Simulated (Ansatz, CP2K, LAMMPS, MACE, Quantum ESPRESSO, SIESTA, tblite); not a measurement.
# What went wrong? CP2K on ionic liquid MMIM+ BF4- at 450 K (105 atoms)

Program: CP2K 2026.2, a calculation on a cell of 25 C, 10 N, 45 H, 5 B and 20 F, 11.0 Å³ an atom.

Input file input.inp:

```
&GLOBAL
  PROJECT cell
  RUN_TYPE ENERGY_FORCE
  PRINT_LEVEL LOW
&END GLOBAL
&FORCE_EVAL
  METHOD QS
  STRESS_TENSOR ANALYTICAL
  &DFT
    BASIS_SET_FILE_NAME BASIS_MOLOPT_UZH
    POTENTIAL_FILE_NAME POTENTIAL_UZH
    &MGRID
      CUTOFF 600
      REL_CUTOFF 50
      NGRIDS 5
    &END MGRID
    &QS
      EPS_DEFAULT 1.0E-12
    &END QS
    &SCF
      SCF_GUESS ATOMIC
      EPS_SCF 1.0E-06
      MAX_SCF 3
      &OT
        MINIMIZER CG
        PRECONDITIONER FULL_ALL
        ENERGY_GAP 0.001
      &END OT
      &PRINT
        &RESTART OFF
        &END RESTART
      &END PRINT
    &END SCF
    &XC
      &XC_FUNCTIONAL PBE
      &END XC_FUNCTIONAL
    &END XC
    &PRINT
      &MULLIKEN ON
      &END MULLIKEN
      &HIRSHFELD ON
        SHAPE_FUNCTION DENSITY
      &END HIRSHFELD
      &MO_CUBES
        NHOMO 1
        NLUMO 4
        WRITE_CUBE F
      &END MO_CUBES
    &END PRINT
  &END DFT
  &SUBSYS
    &CELL
      A 10.49016 0.00000 0.00000
      B 0.00000 10.49016 0.00000
      C 0.00000 0.00000 10.49016
    &END CELL
    &COORD
      SCALED
      C 0.09350 0.59686 0.13644
      N 0.14417 0.64436 0.02209
      C 0.08037 0.65629 0.91268
      C 0.16414 0.73045 0.83766
      N 0.26573 0.77008 0.91436
      C 0.37493 0.84060 0.86980
      C 0.26132 0.70234 0.02449
      H 0.99736 0.56398 0.12489
      H 0.16236 0.52752 0.17039
      H 0.09364 0.68075 0.19688
[... 91 atom lines left out ...]
      F 0.53791 0.04536 0.61236
      F 0.73927 0.06386 0.68373
      F 0.67717 0.89399 0.57149
      F 0.60304 0.89848 0.77069
    &END COORD
    &KIND C
      BASIS_SET DZVP-MOLOPT-PBE-GTH-q4
      POTENTIAL GTH-PBE-q4
    &END KIND
    &KIND N
      BASIS_SET DZVP-MOLOPT-PBE-GTH-q5
      POTENTIAL GTH-PBE-q5
    &END KIND
    &KIND H
      BASIS_SET DZVP-MOLOPT-PBE-GTH-q1
      POTENTIAL GTH-PBE-q1
    &END KIND
    &KIND B
      BASIS_SET DZVP-MOLOPT-PBE-GTH-q3
      POTENTIAL GTH-PBE-q3
    &END KIND
    &KIND F
      BASIS_SET DZVP-MOLOPT-PBE-GTH-q7
      POTENTIAL GTH-PBE-q7
    &END KIND
  &END SUBSYS
  &PRINT
    &FORCES ON
    &END FORCES
    &STRESS_TENSOR ON
    &END STRESS_TENSOR
  &END PRINT
&END FORCE_EVAL
```

The run is started by

```
$ OMP_NUM_THREADS=1 mpirun -np 4 cp2k.psmp -i input.inp > output.txt
```

Numbers of over 12 decimals in the logs are rounded to 6 here.

The program printed:

```text
CP2K| version string:                                       CP2K version 2026.2
 CP2K| Input file name                                                 input.inp
 GLOBAL| Basis set file name                                    BASIS_MOLOPT_UZH
 GLOBAL| Potential file name                                       POTENTIAL_UZH
 GLOBAL| Run type                                                   ENERGY_FORCE
 GLOBAL| Total number of message passing processes                             4
 GLOBAL| Number of threads for this process                                    1
 TOTAL NUMBERS AND MAXIMUM NUMBERS
  Total number of            - Atomic kinds:                                   5
                             - Atoms:                                        105
                             - Shell sets:                                   105
                             - Shells:                                       435
                             - Primitive Cartesian functions:                525
                             - Cartesian basis functions:                   1065
                             - Spherical basis functions:                   1005
  Maximum angular momentum of- Orbital basis functions:                        2
                             - Local part of the GTH pseudopotential:          2
                             - Non-local part of the GTH pseudopotential:      0
 SCF PARAMETERS         Density guess:                                    ATOMIC
                        max_scf:                                               3
                        eps_scf:                                        1.00E-06
 Extrapolation method: initial_guess
 Number of electrons:                                                        350
 Number of occupied orbitals:                                                175
 Number of molecular orbitals:                                               175
 Number of orbital functions:                                               1005
 Number of independent orbital functions:                                   1005
 SCF WAVEFUNCTION OPTIMIZATION
  ----------------------------------- OT ---------------------------------------
  Minimizer      : CG                  : conjugate gradient
  Preconditioner : FULL_ALL            : diagonalization, state selective
  Precond_solver : DEFAULT
  Line search    : 2PNT                : 2 energies, one gradient
  stepsize       :    0.15000000                  energy_gap     :    0.00100000
  eps_taylor     :   0.10000E-15                  max_taylor     :             4
  ----------------------------------- OT ---------------------------------------
  Step     Update method      Time    Convergence         Total energy    Change
     1 OT CG       0.15E+00    2.9     0.04386422      -737.1340474667 -7.37E+02
     - OT LS       0.13E+00    1.3                     -757.6297983224
     2 OT CG       0.13E+00    3.3     0.03113123      -758.9519071646 -2.18E+01
     - OT LS       0.53E-01    1.3                     -755.1509479395
     3 OT CG       0.53E-01    3.3     0.02363545      -762.1523167967 -3.20E+00
  Leaving inner SCF loop after reaching     3 steps.
  Electronic density on regular grids:       -349.9999999999        0.0000000001
  Core density on regular grids:              349.9999999998       -0.0000000002
  Total charge density on r-space grids:       -0.0000000001
  Total charge density g-space grids:          -0.0000000001
  Overlap energy of the core charge distribution:               2.76789e-05
  Self energy of the core charge distribution:              -1962.389270
  Core Hamiltonian energy:                                    592.262482
  Hartree energy:                                             793.694793
  Exchange-correlation energy:                               -185.720349
  Total energy:                                              -762.152317
 *   ___                                                                       *
 *  /   \                                                                      *
 * [ABORT]                                                                     *
 *  \___/     SCF run NOT converged. To continue the calculation regardless,   *
 *    |             please set the keyword IGNORE_CONVERGENCE_FAILURE.         *
 *  O/|                                                                        *
 * /| |                                                                        *
```

Wall time 15 s (4 MPI ranks of Arm Neoverse V1, shared host); peak memory 2.6 GiB; 46 s of CPU time.

Banners, paths, timers and routine set-up lines are dropped from the logs unmarked, and long logs keep their key lines alone; longer cuts are marked.

Q: Name the fault.

Too few SCF iterations: iteration limit 3.

The run ended unconverged.

[Also dropped from logs without a mark: logging warnings of Python, and SIESTA's first energy breakdown and zero terms.]

[Logs are printed without paths, hosts, clocks, repeated set-up lines and the standing remarks that a program may print on its own settings, such as how far it seeks lower states.]

[Hosts, paths, dates, database ids (printed as entryN), source tags and the programs' standing remarks are cut or masked in the printed files.]
